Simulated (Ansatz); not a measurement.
## Mo2C monolayer: from the cell to its phonons

Aim: the phonons of Mo2C monolayer at a cell relaxed beforehand at this level. After the zone centre comes a 6×6×1 q mesh on a 18×18×1 k mesh.

Method: DFT PBEsol, scalar-relativistic, plane waves, PAW; PAW set soft_1, in Ansatz 0.2.0.

**1. Set-up**

The cell holds 3 atoms: 1 C and 2 Mo. Its edges and angles: a = 2.960 Å, b = 2.960 Å, c = 28.600 Å, α = 90.0°, β = 90.0°, γ = 120.0°. It derives from Mo2C. Vacuum lies along c.

**2. Zone-centre response**

The cell comes from relaxations at this level that are not shown. The zone centre comes first: it holds the modes that light can see, as far as symmetry allows. No field response is asked, since the mesh shows no gap.

input.yaml

```yaml
crystal:
  lattice:
    - [2.9598988274, 0.0, 0.0]
    - [-1.4799494137, 2.5633475772, 0.0]
    - [0.0, 0.0, 28.6]
  atoms:
    - { symbol: C, position: [0.0, 0.0, 0.3496503497] }
    - { symbol: Mo, position: [0.3333333333, 0.6666666667, 0.390416411] }
    - { symbol: Mo, position: [0.6666666667, 0.3333333333, 0.3088842884] }
  periodic: [true, true, false]
kpoints:
  mp_grid: { grid: [18, 18, 1] }
hamiltonian:
  xc: pbesol
  pseudopotentials: { kind: paw, azcp: { folder: soft_1 }, xc_functional: pbe }
scf:
  occupations: { method: methfessel_paxton, width: 0.2 }
output:
  eigenvalues: true
phonons:
  method: dfpt
```

Run with:

```bash
> ansatz run input.yaml --threads 8 --pin off --max-ram 16384MiB --backend cpu --events-out ev --progress --plain --runs-dir out
```

Numbers of over 12 decimals in the logs are rounded to 6 here.

The program printed:

```text
Warning: crystal.symmetry: narrowed to the stabiliser of the run's FFT grids — unitary ops 12 → 6. A phonons.method: dfpt run fills in the rows of the dynamical matrix that it does not solve by its symmetry operations, which is exact only for operations that map its FFT grids onto themselves: filled in by any other, the frequencies could depend on the order in which like atoms are typed, or, by more than the grids' own error, on where the crystal sits among the grids' points. Excluded: 6 operations. The run can therefore solve more perturbations, solve them on more k-points, or both, and cost more. [rest of the remark cut]
Engine: ansatz 0.2.0, aarch64-unknown-linux-gnu
Pseudopotentials: kind: paw
Pseudopotential: C, paw, valence charge 4, recommended cutoff 420 eV (normal), soft_1/C.paw.azcp
Pseudopotential: Mo, paw, valence charge 14, recommended cutoff 420 eV (normal), soft_1/Mo.paw.azcp
Functional definition: PBEsol
  exchange = pbesol_x
  correlation = pbesol_c
Crystal: 3 atoms, lattice volume = 216.995 Å³
Basis set: ecut = 420 eV, 4163 PW (Γ), exchange–correlation on 40×40×384 points (8 copies of the dense FFT grid, shifted against one another)
Bands: 20, of which v1, the nominal top of the filled ones, is band 16 counted from 1 (15 counted from 0)
Symmetry: 12 space group operations
k-points: 91 of 324 (irreducible under 2 space group operations, time reversal used)
Non-local potential: C, projectors of the file, l = 0: 2, l = 1: 2, l = 2: 1
Non-local potential: Mo, projectors of the file, l = 0: 3, l = 1: 2, l = 2: 2, l = 3: 1
PAW form: soft (Blöchl's): semilocal exchange-correlation on the pseudo side does not see the compensation charge
PAW frozen core: C, regenerated for the run's functional, and the local potential with it (the file was generated under x = pbe(κ = 0.804, μ = 0.219515), c = pbe(β = 0.066725))
PAW frozen core: Mo, regenerated for the run's functional, and the local potential with it (the file was generated under x = pbe(κ = 0.804, μ = 0.219515), c = pbe(β = 0.066725))
PAW one-centre angular grid: C, 110 points (default); XC on 64 Gauss nodes
PAW one-centre angular grid: Mo, 590 points (default); XC on 64 Gauss nodes
Initial density: superposition of atomic densities (neutral atoms: chi_scale 0, normalization atom)
Initial wavefunctions: pseudopotential atomic-orbital guess
Functional: x = pbesol(κ = 0.804, μ = 0.123457), c = pbesol(β = 0.046)
SCF iter   1: F=—  HF=-10044.225290 eV  |F-HF|=—  |Δ(HF+E_count)|=         —  Δρ=7.20e-2  dr2=2.20e1  ethr=3.10e-3  ⟨swp⟩=11.9  Hψ=33381  notcnv=0
automatic band count: the SCF goes on with 24 bands, as 20 were too few: they end inside the smearing window of the response
preconditioner: auto → LDOS  [metal: Δε(μ)=0.042 eV  Ē_g=9.261 eV  σ=0.200 eV  W_gap=0.18  n_scr=18 (ndim 8)  ℏωp=10.1 eV  f_vac=0.747  D(μ)=2.93/eV (n_scr^D=14)  β→1.0]
SCF iter   2: F=—  HF=-10040.235204 eV  |F-HF|=—  |Δ(HF+E_count)|=    3.99e0  S|Δr|=    0.00e0  Δρ=3.72e-2  dr2=5.45e0  ethr=3.10e-3  ⟨swp⟩=5.5  Hψ=7586  notcnv=0  defer=235
SCF iter   3: F=—  HF=-10039.196808 eV  |F-HF|=—  |Δ(HF+E_count)|=    1.04e0  S|Δr|=    0.00e0  Δρ=8.07e-3  dr2=2.67e-1  ethr=3.10e-3  ⟨swp⟩=5.2  Hψ=7626  notcnv=0  defer=208
SCF iter   4: F=—  HF=-10039.125970 eV  |F-HF|=—  |Δ(HF+E_count)|=   7.08e-2  S|Δr|=    0.00e0  Δρ=1.97e-3  dr2=8.73e-3  ethr=8.35e-4  ⟨swp⟩=3.4  Hψ=5190  notcnv=0  defer=219
SCF iter   5: F=—  HF=-10039.127791 eV  |F-HF|=—  |Δ(HF+E_count)|=   1.82e-3  S|Δr|=    0.00e0  Δρ=5.39e-4  dr2=5.43e-4  ethr=2.73e-5  ⟨swp⟩=4.0  Hψ=4824  notcnv=0  defer=219
SCF iter   6: F=—  HF=-10039.127860 eV  |F-HF|=—  |Δ(HF+E_count)|=   6.88e-5  S|Δr|=    0.00e0  Δρ=1.55e-4  dr2=5.04e-5  ethr=1.70e-6  ⟨swp⟩=3.8  Hψ=4439  notcnv=0  defer=219
SCF iter   7: F=—  HF=-10039.127897 eV  |F-HF|=—  |Δ(HF+E_count)|=   3.63e-5  S|Δr|=    0.00e0  Δρ=4.33e-5  dr2=6.23e-6  ethr=1.57e-7  ⟨swp⟩=4.0  Hψ=4530  notcnv=0  defer=219
SCF iter   8: F=—  HF=-10039.127901 eV  |F-HF|=—  |Δ(HF+E_count)|=   4.69e-6  S|Δr|=    0.00e0  Δρ=1.24e-5  dr2=5.26e-7  ethr=1.95e-8  ⟨swp⟩=3.8  Hψ=4047  notcnv=0  defer=219
SCF iter   9: F=—  HF=-10039.128035 eV  |F-HF|=—  |Δ(HF+E_count)|=   1.34e-4  S|Δr|=    0.00e0  Δρ=3.36e-6  dr2=3.21e-8  ethr=1.64e-9  ⟨swp⟩=3.9  Hψ=4870  notcnv=0  defer=219
SCF iter  10: F=—  HF=-10039.128035 eV  |F-HF|=—  |Δ(HF+E_count)|=   1.72e-8  S|Δr|=    0.00e0  Δρ=5.33e-7  dr2=1.44e-9  ethr=1.00e-10  ⟨swp⟩=3.6  Hψ=4692  notcnv=0  defer=219
SCF iter  11: F=—  HF=-10039.128035 eV  |F-HF|=—  |Δ(HF+E_count)|=   3.47e-9  S|Δr|=    0.00e0  Δρ=1.43e-7  dr2=5.31e-11  ethr=4.50e-12  ⟨swp⟩=3.9  Hψ=4214  notcnv=0  defer=219
SCF iter  12: F=-10039.128035 eV  HF=-10039.128035 eV  |F-HF|=4.55e-11  |Δ(HF+E_count)|=  5.95e-10  S|Δr|=    0.00e0  Δρ=5.07e-8  dr2=5.00e-12  ethr=1.00e-12  ⟨swp⟩=25.8  Hψ=22204  notcnv=0
SCF 1 converged in 12 iterations: F = -10039.128035 eV  dr2 = 5.00e-12
  greatest PAW one-centre occupation: 0.999 electrons in one spin orbital (limit 2), on the Mo atom at site 2 (counted from 0), in its partial waves of l = 0
DFPT response loops at Γ: preconditioner auto → none (partly filled bands, converged f_vac=0.755); β = 0.50; Broyden in place of MSR1
SCF converged after 12 iterations
Stability not checked: this state was not tested for a lower state beside it, because cold or Methfessel-Paxton smearing, or corrected tetrahedra, fill the levels in a way that the test cannot read (fill_not_monotonic; see scf.lower_state_search)
Free energy (F): -10039.128035 eV
Harris-Foulkes:  -10039.128035 eV  (|F-HF|=4.55e-11)
Internal energy: -10039.131505 eV  (E = F + TS)
E sigma→0 (E₀):  -10039.128902 eV
Entropy (-TS):   0.003470 eV (1.157 meV/atom)
Fermi energy:    -4.991431 eV
Step filling:    the computed levels leave a gap of 0.0000 eV = 0.0 smearing widths at the electron count; against every level under it full and every level over it empty, smearing changes F+E_penalty+E_count by +1.862 meV and its σ→0 estimate by +0.995 meV
--- Per-component energies (eV) ---
  E_band       = -900.034130
  E_kinetic    = 931.051363
  E_local      = -72402.866003  (includes V_loc(G=0)·N_el)
  E_nonlocal   = 325.164545
  E_hartree    = 35535.150170
  E_xc         = -395.705218
  E_vxc        = -494.321749  (∫ρ·V_xc dr)
  E_paw        = -6404.711668  (= ΣΔE_a)
  E_vpaw       = -329.362713  (= ΣTr[D̂ρ^β])
  E_aug_tail   = 0.000125  (compensation charges beyond the density's cutoff)
  E_ewald      = 32372.345480
  E_core_change = 0.439700  (= ΣΔE_core)
  E_smearing   = 0.003470  (= −TS)
  E_closure    = -0.000000  (closes the sum)
  Σ components = -10039.128035   (vs F -10039.128035, Δ=0.00e0)
--- Band table (eV; the first three rows and the last of 91) ---
  k-point 0: bands = [... 12 lower, -7.1662, -6.3893, -6.3893, -5.7051, -5.6412, -4.7848, -4.7848, -3.6857, ... 4 higher]
  k-point 1: bands = [... 12 lower, -7.1479, -6.5604, -6.3183, -5.7579, -5.5887, -4.8283, -4.8046, -3.6144, ... 4 higher]
  k-point 2: bands = [... 12 lower, -7.1634, -6.8554, -6.1143, -6.0345, -5.4768, -4.8820, -4.7041, -3.4627, ... 4 higher]
  k-point 90: bands = [... 12 lower, -7.7226, -6.9675, -6.2771, -5.2363, -4.1543, -3.2544, -2.4440, -2.2919, ... 4 higher]
  ° read free of the cell's end (the report's vacuum.weakly_bound_levels)
--- Phonons (Γ-DFPT): 6 representative perturbations + reference, on 91 of 324 k-points (Σ response iterations 33) ---
  ASR residual: 9.761e-5 → 0.000e0 eV/Å²; symmetrization residual: 8.788e-6 eV/Å²
  The last average, over the group as it would stand without the narrowing to the FFT grids, took up to 8.921e-7 eV/Å² of the zone centre's force constants
  ASR residual per site (eV/Å²): 9.76e-5 4.81e-5 4.81e-5
  Γ frequencies (cm⁻¹): 0.00 0.00 0.00 164.98 164.98 223.00 648.05 648.05 669.66
  non-analytic LO–TO correction: not included (Born effective charges unavailable; polar crystals: no LO–TO splitting at Γ)
```

The job ended after 42 s (8 threads of Arm Neoverse V2, shared host; peak memory 1.6 GiB).

This step gave:

| Quantity | Value |
| --- | --- |
| gap on the k-mesh | 0 eV |
| sum-rule residual before enforcement | 9.76e-5 eV/Å² |
| point group | -3m |
| area per atom | 2.529 Å² |
| highest optical mode at the zone centre (no LO-TO term) | 669.7 cm⁻¹ |
| lowest optical zone-centre mode | 165.0 cm⁻¹ |

Patterns of degenerate modes are one choice out of their space. Modes at Γ, with each element's share of the kinetic energy:

```tsv
mode	frequency (cm⁻¹)	symmetry	C %	Mo %
1	0.0	acoustic	6	94
2	0.0	acoustic	6	94
3	0.0	acoustic	6	94
4	165.0	Eg	0	100
5	165.0	Eg	0	100
6	223.0	A1g	0	100
7	648.0	Eu	94	6
8	648.0	Eu	94	6
9	669.7	A2u	94	6
```

Displacements in mode 4 (165.0 cm⁻¹), the largest set to 1:
```
C1   0.00  0.00  0.00
Mo2 -1.00  0.00  0.00
Mo3  1.00  0.00  0.00
```

Displacements in mode 8 (648.0 cm⁻¹), the largest set to 1:
```
C1   1.00  0.00  0.00
Mo2 -0.06  0.00  0.00
Mo3 -0.06  0.00  0.00
```

Before it was imposed, the acoustic sum rule was missed by 9.8e-5 eV/Å². Small misses are needed for a sound result but don't prove that mesh and cutoff are converged. The lowest optical mode is real, 165 cm⁻¹.

**3. Response at finite wavevector**

Stability and thermal properties need the whole zone. Linear response on a 6×6×1 q mesh gives force constants as far as a supercell of that size would.

input.yaml: that of step 2 with these lines changed.

```diff
@@ -21 +21,10 @@
   method: dfpt
+  qmesh: [6, 6, 1]
+  temperatures: { t_max: 1000, t_step: 50 }
+  qpath:
+    path:
+      - [0.0, 0.0, 0.0]
+      - [0.5, 0.0, 0.0]
+      - [0.33333333, 0.33333333, 0.0]
+      - [0.0, 0.0, 0.0]
+    npoints: 10
```

The program printed:

```text
[...]
Crystal: 3 atoms, lattice volume = 216.995 Å³
Basis set: ecut = 420 eV, 4163 PW (Γ), exchange–correlation on 40×40×384 points (8 copies of the dense FFT grid, shifted against one another)
Bands: 20, of which v1, the nominal top of the filled ones, is band 16 counted from 1 (15 counted from 0)
Symmetry: 12 space group operations
k-points: 37 of 324 (irreducible under 6 space group operations, time reversal used)
[...]
SCF iter   1: F=—  HF=-10044.225416 eV  |F-HF|=—  |Δ(HF+E_count)|=         —  Δρ=7.21e-2  dr2=2.21e1  ethr=3.10e-3  ⟨swp⟩=11.8  Hψ=13583  notcnv=0
[...]
SCF iter  12: F=-10039.128035 eV  HF=-10039.128035 eV  |F-HF|=5.82e-11  |Δ(HF+E_count)|=  6.42e-10  S|Δr|=    0.00e0  Δρ=3.83e-8  dr2=3.39e-12  ethr=1.00e-12  ⟨swp⟩=25.5  Hψ=8882  notcnv=0
SCF 1 converged in 12 iterations: F = -10039.128035 eV  dr2 = 3.39e-12
[...]
phonons: the bands overlap, so this run is a metal and interpolates without the dipole-dipole term. If the crystal is really an insulator or semiconductor, its LO-TO splitting is missing
NSCF: frozen V_eff on 37 k-points
[...]
DFPT response loops at q = (0, 0, 0) (fractional): preconditioner auto → none (partly filled bands, converged f_vac=0.755); β = 0.50; Broyden in place of MSR1
[...]
SCF converged after 12 iterations
[...]
Free energy (F): -10039.128035 eV
[...]
Internal energy: -10039.131505 eV  (E = F + TS)
E sigma→0 (E₀):  -10039.128902 eV
Entropy (-TS):   0.003470 eV (1.157 meV/atom)
Fermi energy:    -4.991430 eV
[...]
--- Band table (eV; the first three rows and the last of 37) ---
  k-point 0: bands = [... 12 lower, -7.1661, -6.3893, -6.3893, -5.7051, -5.6412, -4.7848, -4.7848, -3.6857, ... 4 higher]
  k-point 1: bands = [... 12 lower, -7.1479, -6.5604, -6.3183, -5.7579, -5.5887, -4.8283, -4.8046, -3.6144, ... 4 higher]
  k-point 2: bands = [... 12 lower, -7.1634, -6.8554, -6.1143, -6.0345, -5.4768, -4.8820, -4.7041, -3.4627, ... 4 higher]
  k-point 36: bands = [... 12 lower, -6.8850, -6.7271, -6.7271, -5.4396, -3.7846, -3.7846, -2.1801, -2.1801, ... 4 higher]
  ° read free of the cell's end (the report's vacuum.weakly_bound_levels)
--- Phonons (Γ-DFPT): 6 representative perturbations + reference (Σ response iterations 30) ---
  ASR residual: 8.999e-5 → 0.000e0 eV/Å²; symmetrization residual: 1.745e-6 eV/Å²
[...]
ASR residual per site (eV/Å²): 9.00e-5 4.07e-5 4.17e-5
  Γ frequencies (cm⁻¹): 0.00 0.00 0.00 164.98 164.98 223.00 648.06 648.06 669.66
--- Phonons (arbitrary-q DFPT): 7 irreducible q on the 6×6×1 mesh ---
  q = [0.0000, 0.0000, 0.0000] (star 1, of the zone-centre solve; hermiticity 1.87e-7, symmetrization 2.18e-13, taken by the last average 5.28e-8): -0.00 -0.00 0.00 164.98 164.98 223.00 648.06 648.06 669.66
  q = [0.0000, 0.1667, 0.0000] (star 6, 9 solved perturbations on 171 of 324 k-point pairs; hermiticity 3.42e-7, symmetrization 6.01e-9, taken by the last average 5.90e-8): 37.47 88.25 92.91 167.85 173.53 238.73 609.64 633.54 650.11
[...]
q = [0.1667, 0.1667, 0.0000] (star 6, 6 solved perturbations in 1485 linear systems a pass and spin channel, the states on 324 of 324 k-point pairs; hermiticity 3.18e-7, symmetrization 2.18e-10, taken by the last average 5.28e-8): 83.49 103.68 129.33 176.06 179.98 244.43 576.09 633.62 644.76
[...]
sum rule: each row above includes the acoustic sum rule's correction from the zone centre's row sums; it moved no ω² by more than (1.43 cm⁻¹)²
  mesh force constants: q→R imaginary residual 3.43e-18; ASR residual 8.999e-5 → 0.000e0 eV/Å²; symmetrization residual 1.776e-14 eV/Å²
  interpolated dispersion: 31 rows × 9 modes
  density of states and harmonic sums: on the 24×24×1 q-mesh, interpolated from the force constants of a 6×6×1 supercell (no non-analytic term)
  largest difference from the sums on the solved wave vectors: F 1.46e-2 eV, S 1.86e-5 and C_V 4.04e-6 eV/K
  zero-point energy: 0.179679 eV/cell   skipped modes (ω ≤ 0): 6, of them read as no rigid motion or as one in doubt: 3 (3.125e-2 modes/cell left out, lowest -11.58 cm⁻¹)   left out of the sums: 4.05e-3 of the cell's modes: C_V's classical limit lies that fraction below 3 k_B per atom; for a crystal, a wire or a layer, F and S can be off by more, and a phonons.interpolated_qmesh denser along its periods is the remedy for the sampling
```

Run time: 9.4 min. Hardware: 8 threads; peak memory 3.3 GiB.

This step gave:

| Quantity | Value |
| --- | --- |
| sum-rule residual before enforcement | 9.00e-5 eV/Å² |
| lowest frequency on the path | -11.13 cm⁻¹ |
| highest frequency on the path or at a solved wavevector | 701.5 cm⁻¹ |
| lowest mode on the q mesh (acoustic modes at Γ apart) | 37.47 cm⁻¹ |

Frequencies (cm⁻¹) solved at each irreducible wavevector; negative means imaginary. Frequencies by wavevector, by row:

```tsv
q in reciprocal lattice units	star	mode 1	mode 2	mode 3	mode 4	mode 5	mode 6	mode 7	mode 8	mode 9
0 0 0	1	0	0	0	165	165	223	648.1	648.1	669.7
0 0.1667 0	6	37.5	88.2	92.9	167.8	173.5	238.7	609.6	633.5	650.1
0 0.3333 0	6	111	124.6	134.3	181.2	182.8	241.4	642.7	646.3	654.8
0 -0.5 0	3	142.4	148.2	155.1	179.7	210.1	245.3	644.2	653.9	700.8
0.1667 0.1667 0	6	83.5	103.7	129.3	176.1	180	244.4	576.1	633.6	644.8
0.1667 0.3333 0	12	138.4	155.7	165.8	180.9	213.1	238	594.7	639.9	685.6
0.3333 0.3333 0	2	148.4	177.5	177.5	204.4	204.4	215.5	639.2	643	643
```

[end of part 1 of 2]

[Logs are printed without paths, hosts, clocks, repeated set-up lines and the standing remarks that a program may print on its own settings, such as how far it seeks lower states.]

[Hosts, paths, dates, database ids (printed as entryN), source tags and the programs' standing remarks are cut or masked in the printed files.]
